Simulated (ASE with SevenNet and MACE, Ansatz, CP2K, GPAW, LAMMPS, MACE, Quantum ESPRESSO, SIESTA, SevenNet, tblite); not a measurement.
# Running amorphous Cd8Zn24Te9S23 (64 atoms) with machine-learned potentials

Wanted: machine-learned potentials inputs and outputs for amorphous Cd8Zn24Te9S23 (64 atoms), checked against a plane-wave reference.

Calculated with ASE with SevenNet and MACE; the method is named at each step.

## (1) Set-up

The cell holds 64 atoms: 8 Cd, 24 Zn, 9 Te and 23 S. Cell: a = 11.623 Å, b = 11.623 Å, c = 11.623 Å, α = 90.0°, β = 90.0°, γ = 90.0°. 64 atoms (8 Cd, 24 Zn, 9 Te, 23 S) placed at random at 4.61 g/cm³, melted at 2500 K for 10 ps at fixed volume with the Stillinger-Weber II-VI potential (Zhou et al., Phys. Rev. B 88, 085309 (2013)). Quenched from 2500 K to 300 K at 100 K/ps and fixed volume, held 5 ps.

The yardstick, on the same geometry:

| Quantity | Value |
| --- | --- |
| method | Kohn-Sham DFT, PBE, PAW, plane waves (Ansatz 0.2.0); cutoff 420 eV, Γ point, fermi-dirac smearing of 0.05 eV; PAW set soft_2 |
| r.m.s. force component | 0.4537 eV/Å |
| longest force | 1.674 eV/Å |
| pressure | -0.9344 GPa |
| SCF cycles | 12 |
| time | 16 s on 8 threads of Arm Neoverse V2, shared host |
| CPU time | 1.9 min |

## (2) SevenNet l3i5 potential

Method: machine-learned interatomic potential SevenNet l3i5, trained on PBE(+U) plane-wave data.

Input file run.py:

```python
import numpy as np
from ase.io import read
import mlip  # loads the published weights by name

atoms = read("structure.xyz")
atoms.calc = mlip.calc("7net-l3i5")
energy = atoms.get_potential_energy()
forces = atoms.get_forces()
print(f"energy {energy:.6f} eV")
print("forces (eV/A)")
for i, (a, f) in enumerate(zip(atoms, forces)):
    print(f"{i:4d} {a.symbol:2s} {f[0]:10.5f} {f[1]:10.5f} {f[2]:10.5f}")
stress = -atoms.get_stress(voigt=False) * 160.21766
print("stress (GPa, compression positive)")
for row in stress:
    print(" ".join(f"{x:10.4f}" for x in row))
```

Input file structure.xyz:

```xyz
64
Lattice="11.62280 0.00000 0.00000 0.00000 11.62280 0.00000 0.00000 0.00000 11.62280" Properties=species:S:1:pos:R:3 pbc="T T T"
Cd 1.48423 7.78239 11.29074
Cd 10.00746 9.61380 10.49190
Cd 11.15870 1.39346 8.19094
Cd 3.04250 3.54902 9.32137
Cd 6.06861 6.65161 8.71815
Cd 9.82859 6.28247 7.93151
Cd 0.08833 4.15190 11.31991
Cd 1.80816 1.05965 3.84959
Zn 6.92428 4.13167 10.73110
Zn 6.59466 6.19077 2.53261
Zn 7.19393 7.55947 5.25548
Zn 1.14764 6.78446 3.66885
Zn 5.78316 1.14275 3.66664
Zn 3.18430 0.26163 7.08084
Zn 10.57605 10.92206 5.16076
Zn 5.76979 8.21627 11.15126
Zn 11.25575 9.98317 2.50808
Zn 1.52119 0.39576 11.30434
Zn 7.08561 2.20589 7.94291
Zn 3.62957 6.13800 2.22902
Zn 9.24745 3.82193 4.35506
Zn 0.40436 9.27906 7.50066
Zn 10.34336 7.90629 4.49454
Zn 3.54856 9.87950 2.19264
Zn 7.62084 10.10428 2.27993
Zn 4.20757 4.50616 5.29151
Zn 5.41541 0.52349 11.33537
Zn 3.55751 10.15356 9.02487
Zn 7.40059 10.18587 8.06983
Zn 3.76218 3.31413 1.46180
Zn 9.08949 1.47261 0.29092
Zn 9.49966 6.68299 1.50817
Te 5.29674 4.14655 7.75287
Te 9.33753 5.44796 10.75179
Te 5.85963 0.44643 6.43740
Te 0.16597 3.50323 3.91491
Te 7.74369 2.54830 2.55504
Te 9.37425 3.32342 7.10246
Te 1.32047 5.94239 9.25338
Te 2.97544 8.58111 4.44386
Te 3.55600 7.86561 7.63467
S 5.78595 10.27037 9.90495
S 1.60522 10.69797 5.67936
S 5.91659 4.30718 1.34813
S 11.59177 7.78402 1.74377
S 9.47723 10.86639 1.01130
S 3.87330 2.57608 3.72592
S 0.00883 7.15314 6.39893
S 3.43744 1.83733 11.22239
S 3.71023 8.00730 0.79698
S 1.58767 4.74175 1.79549
S 8.58042 9.70655 4.45572
S 1.32372 9.95051 9.92448
S 1.63045 11.18102 1.84291
S 4.96863 6.63313 4.41701
S 1.85570 2.24599 7.42313
[... 4 atom lines left out ...]
S 1.72680 4.77778 5.75026
S 8.76313 6.18124 3.90677
S 11.25622 1.69007 10.76632
S 7.27239 1.83687 10.42751
```

Run with:

```sh
$ OMP_NUM_THREADS=1 python run.py > output.txt
```

The log of the run:

```text
energy -183.701950 eV
forces (eV/A)
   0 Cd   -0.05758   -0.11587   -0.20334
   1 Cd    0.16943   -0.07990   -0.42683
   2 Cd    0.17534   -0.08515   -0.22632
   3 Cd   -0.36144    0.01117   -0.31897
   4 Cd   -0.79567   -0.03039    0.71969
   5 Cd    0.19735   -0.51251    0.05355
   6 Cd    0.61198   -0.11050   -0.15285
   7 Cd   -0.33749    0.29100    0.40659
   8 Zn    0.18307    0.20897    0.49342
   9 Zn    0.12711    0.59219   -0.04027
  10 Zn    0.19182    0.14321   -0.18389
  11 Zn    0.20204   -0.49683    0.31339
  12 Zn   -0.23777    0.22604    0.35885
  13 Zn   -0.35071    0.58228    0.14696
  14 Zn    0.05078   -0.35186   -0.05181
  15 Zn    0.00640   -0.08017   -0.07128
  16 Zn   -0.19227    0.45630    0.04001
  17 Zn   -0.22828   -0.02341   -0.16497
  18 Zn    0.32628    0.23051    0.11179
  19 Zn   -0.14946    0.09818   -0.25367
  20 Zn   -0.25999    0.04094    0.36202
  21 Zn   -0.13012    0.08058   -0.09394
  22 Zn   -0.15640    0.36722    0.39714
  23 Zn    0.10221    0.04367   -0.13878
[...]
56 S    -0.50712   -0.56305    0.54308
  57 S     0.17665   -0.17975   -0.06818
  58 S     0.33675    0.50398    0.15795
  59 S     0.00738    0.38481   -0.47315
  60 S     0.21064    0.20945   -1.37438
  61 S    -0.28030   -0.54907   -0.35822
  62 S    -0.20848    0.16445    0.36178
  63 S    -0.18686    0.04669   -0.22712
stress (GPa, compression positive)
   -1.3936    -0.3937    -0.3933
   -0.3937    -0.6171    -0.0987
   -0.3933    -0.0987    -1.6026
```

Elapsed: 13 s, on 1 thread of Arm Neoverse V2, shared host; peak memory 0.95 GiB.

Banners, paths, timers and routine set-up lines are dropped from the logs unmarked, and long logs keep their key lines alone; longer cuts are marked.

Compared with the plane-wave run:

```
r.m.s. force component                  : 0.3921 eV/Å
r.m.s. difference of force components   : 140.8 meV/Å
longest difference of force vectors     : 632.5 meV/Å
force difference over r.m.s. force      : 31.02 %
slope of forces against the reference's : 0.8252
correlation of force components         : 0.955
pressure                                : -1.204 GPa
pressure difference                     : -0.27 GPa
```

Length of the force difference by element (eV/Å):

```
element  atoms  mean  most
     Cd      8  0.12  0.33
      S     23  0.22  0.51
     Te      9  0.32  0.63
     Zn     24  0.18  0.38
```

A closer look about Te41, which has 2 bonded neighbours where the commonest count for Te is 4: 9 atoms, nearest first, numbered in the order of the input, with positions taken from that point.

```
atom      x      y      z  distance (Å)  bonds     Fx     Fy  Fz (eV/Å)
Te41   0.00   0.00   0.00          0.00      2   0.10  -0.13       0.26
Zn28   0.00   2.29   1.39          2.68      3   0.10  -0.36      -0.18
 Cd5   2.51  -1.21   1.08          2.99      3  -0.80  -0.03       0.72
Te40  -0.58   0.72  -3.19          3.32      2  -0.03   0.45       0.46
Te39  -2.24  -1.92   1.62          3.36      3   0.06  -0.68       0.25
Zn22  -3.15   1.41  -0.13          3.46      4  -0.13   0.08      -0.09
 S55   1.41  -1.23  -3.22          3.72      4   0.63  -0.41      -0.65
 S53  -2.23   2.08   2.29          3.82      4  -0.06   0.71      -0.24
 S48  -3.55  -0.71  -1.24          3.82      3  -0.54   1.24      -0.37
```

Atoms are counted from 1 here, from 0 in the log.

Forces lie 31 % from the reference's, at 0.067 times its CPU time (on 1 against 8 cores).

## (3) MACE MP-0b2 small potential

Method: machine-learned interatomic potential MACE MP-0b2 small, trained on PBE(+U) plane-wave data.

Changes to run.py since step 2:

```diff
@@ -5,3 +5,3 @@
 atoms = read("structure.xyz")
-atoms.calc = mlip.calc("7net-l3i5")
+atoms.calc = mlip.calc("mace-mp-0b2-small")
 energy = atoms.get_potential_energy()
```

structure.xyz is that of step 2.

The log of the run:

```text
energy -184.693081 eV
forces (eV/A)
   0 Cd   -0.12207   -0.04023   -0.23767
   1 Cd    0.10126    0.12829    0.05633
   2 Cd    0.04526   -0.08117   -0.17045
   3 Cd   -0.16601   -0.05837   -0.12605
   4 Cd   -0.69501    0.04486    0.52910
   5 Cd   -0.10319   -0.54618    0.19791
   6 Cd    0.38332   -0.05157   -0.30772
   7 Cd   -0.33301    0.33140    0.21638
   8 Zn   -0.00176    0.23794    0.18777
   9 Zn    0.09854    0.46480    0.01349
  10 Zn    0.15281    0.16852   -0.11097
  11 Zn    0.08741   -0.40744    0.19831
  12 Zn   -0.36161    0.19044    0.36424
  13 Zn   -0.28373    0.51297    0.32547
  14 Zn    0.05021   -0.15863    0.09295
  15 Zn   -0.00103   -0.12460   -0.19777
  16 Zn   -0.06577    0.23158    0.01877
  17 Zn   -0.11650    0.01620   -0.12176
  18 Zn    0.23538    0.08339    0.15496
  19 Zn   -0.07618    0.00260   -0.09528
  20 Zn   -0.26073    0.17920    0.31442
  21 Zn    0.01128   -0.09907   -0.03729
  22 Zn   -0.03239    0.19272    0.30406
  23 Zn    0.07995    0.05050   -0.12299
[...]
56 S    -0.35085   -0.41790    0.45713
  57 S     0.18632   -0.04429   -0.00108
  58 S     0.21604    0.42298    0.34863
  59 S     0.13788    0.37077   -0.52668
  60 S     0.19690    0.15583   -1.23140
  61 S    -0.12113   -0.49967   -0.13832
  62 S    -0.14465    0.01013    0.33658
  63 S    -0.21783   -0.13415   -0.11682
stress (GPa, compression positive)
   -0.9451    -0.3075    -0.0924
   -0.3075    -0.4014    -0.0747
   -0.0924    -0.0747    -1.0572
```

Wall time 10 s (1 thread); peak memory 0.66 GiB.

Numbers from this run, and their distance from the reference:

```yaml
r_m_s_force_component: 0.3398 eV/Å
r_m_s_difference_of_force_components: 201.6 meV/Å
longest_difference_of_force_vectors: 781.2 meV/Å
force_difference_over_r_m_s_force: 44.44 %
slope_of_forces_against_the_reference_s: 0.6817
correlation_of_force_components: 0.9102
pressure: -0.8012 GPa
pressure_difference: 0.1332 GPa
```

Against the first run (31 %), the force difference from the reference is 44 %, at 0.77 times the CPU time.

## (4) SevenNet 0 potential

Method: machine-learned interatomic potential SevenNet 0, trained on PBE(+U) plane-wave data.

Changes to run.py since step 3:

```diff
@@ -5,3 +5,3 @@
 atoms = read("structure.xyz")
-atoms.calc = mlip.calc("mace-mp-0b2-small")
+atoms.calc = mlip.calc("7net-0")
 energy = atoms.get_potential_energy()
```

structure.xyz is that of step 3.

The log of the run:

```text
energy -184.743164 eV
forces (eV/A)
   0 Cd   -0.13127   -0.21211   -0.15125
   1 Cd    0.06670   -0.03149   -0.40253
   2 Cd    0.17090    0.01422   -0.32568
   3 Cd   -0.36784    0.06191   -0.36462
   4 Cd   -0.84359   -0.07922    0.65851
   5 Cd    0.19263   -0.47021    0.08766
   6 Cd    0.57026    0.05115   -0.15073
   7 Cd   -0.32929    0.37526    0.47090
   8 Zn    0.09595    0.19389    0.21542
   9 Zn    0.04246    0.38518   -0.06072
  10 Zn    0.14545    0.10115   -0.01505
  11 Zn    0.18855   -0.24992    0.17477
  12 Zn   -0.09003    0.38185    0.34018
  13 Zn   -0.30664    0.61267    0.14973
  14 Zn   -0.01274   -0.29210    0.12565
  15 Zn   -0.01840   -0.07039   -0.10491
  16 Zn   -0.17197    0.25451   -0.01220
  17 Zn   -0.13559   -0.01070   -0.10058
  18 Zn    0.26458    0.12759    0.01419
  19 Zn   -0.10768    0.16055   -0.13666
  20 Zn   -0.31276   -0.17891    0.34272
  21 Zn   -0.19477    0.10209   -0.17160
  22 Zn   -0.05055    0.29708    0.42858
  23 Zn    0.08627   -0.05734   -0.07776
[...]
56 S    -0.46038   -0.45029    0.46585
  57 S     0.17958   -0.20087   -0.06439
  58 S     0.47480    0.45378    0.18467
  59 S     0.19564    0.39914   -0.38882
  60 S    -0.13103   -0.25413   -1.29396
  61 S    -0.22643   -0.16387   -0.29122
  62 S    -0.21870    0.12714    0.31803
  63 S    -0.20136    0.01701   -0.19103
stress (GPa, compression positive)
   -1.2378    -0.3421    -0.3153
   -0.3421    -0.5634    -0.0726
   -0.3153    -0.0726    -1.5212
```

Wall time 6.2 s (1 thread); peak memory 0.75 GiB.

Against the reference:

```yaml
r_m_s_force_component: 0.3551 eV/Å
r_m_s_difference_of_force_components: 187.8 meV/Å
longest_difference_of_force_vectors: 838.3 meV/Å
force_difference_over_r_m_s_force: 41.4 %
slope_of_forces_against_the_reference_s: 0.7206
correlation_of_force_components: 0.9207
pressure: -1.107 GPa
pressure_difference: -0.1731 GPa
```

Against the first run (31 %), the force difference from the reference is 41 %, at 0.79 times the CPU time.

## (5) All runs compared

Differences are against the plane-wave reference, forces as r.m.s. over components; share is that over the reference's r.m.s. force, slope the least-squares factor from reference forces to these. Total energies of different programs have different zeros and aren't compared.

```
                        run  Δ force, r.m.s. (meV/Å)  share (%)  slope  Δ pressure (GPa)  cores  CPU time  memory (GiB)
                  reference                        -          -      -                 -      8   1.9 min           2.3
    SevenNet l3i5 potential                      141       31.0  0.825             -0.27      1     7.8 s          0.95
MACE MP-0b2 small potential                      202       44.4  0.682             0.133      1       6 s          0.66
       SevenNet 0 potential                      188       41.4  0.721            -0.173      1     6.2 s          0.75
```

Times of the machine-learned potentials are mostly Python's start and the loading of weights.

CPU time is summed over cores on a shared host, where runs went side by side, so it is rough. Symmetry, cutoffs, thresholds, outputs and thread counts weren't matched or tuned between programs; memory under MPI is the largest rank's times the ranks.

## (6) What came out

```json
{
  "nearest in forces": "SevenNet l3i5 potential, 31 %",
  "its CPU time": "7.8 s"
}
```

What this shows: Machine-learned potentials differ by 31 % (SevenNet l3i5 potential) to 44 % (MACE MP-0b2 small potential); they were trained on other programs' data. Among those trained on PBE data the slope goes as low as 0.68. Machine-learned potentials mimic data converged in k, so the reference's own k-point error enters their differences. The quench rate of 100 K/ps is many orders above laboratory rates, so the cell is likely richer in defects and strain than a real sample. The network of bonds at the start is that of the classical potential that made the cell, and needn't be the one that DFT or experiment would give. The electronic-structure runs sample only Γ, in a cell whose shortest periodic width is 12 Å, which is coarse for a cell with partly filled levels. Spin–orbit coupling is left out, which matters for the levels of the heavy elements.

[Also dropped from logs without a mark: logging warnings of Python, and SIESTA's first energy breakdown and zero terms.]

[Logs are printed without paths, hosts, clocks, repeated set-up lines and the standing remarks that a program may print on its own settings, such as how far it seeks lower states.]

[Hosts, paths, dates, database ids (printed as entryN), source tags and the programs' standing remarks are cut or masked in the printed files.]
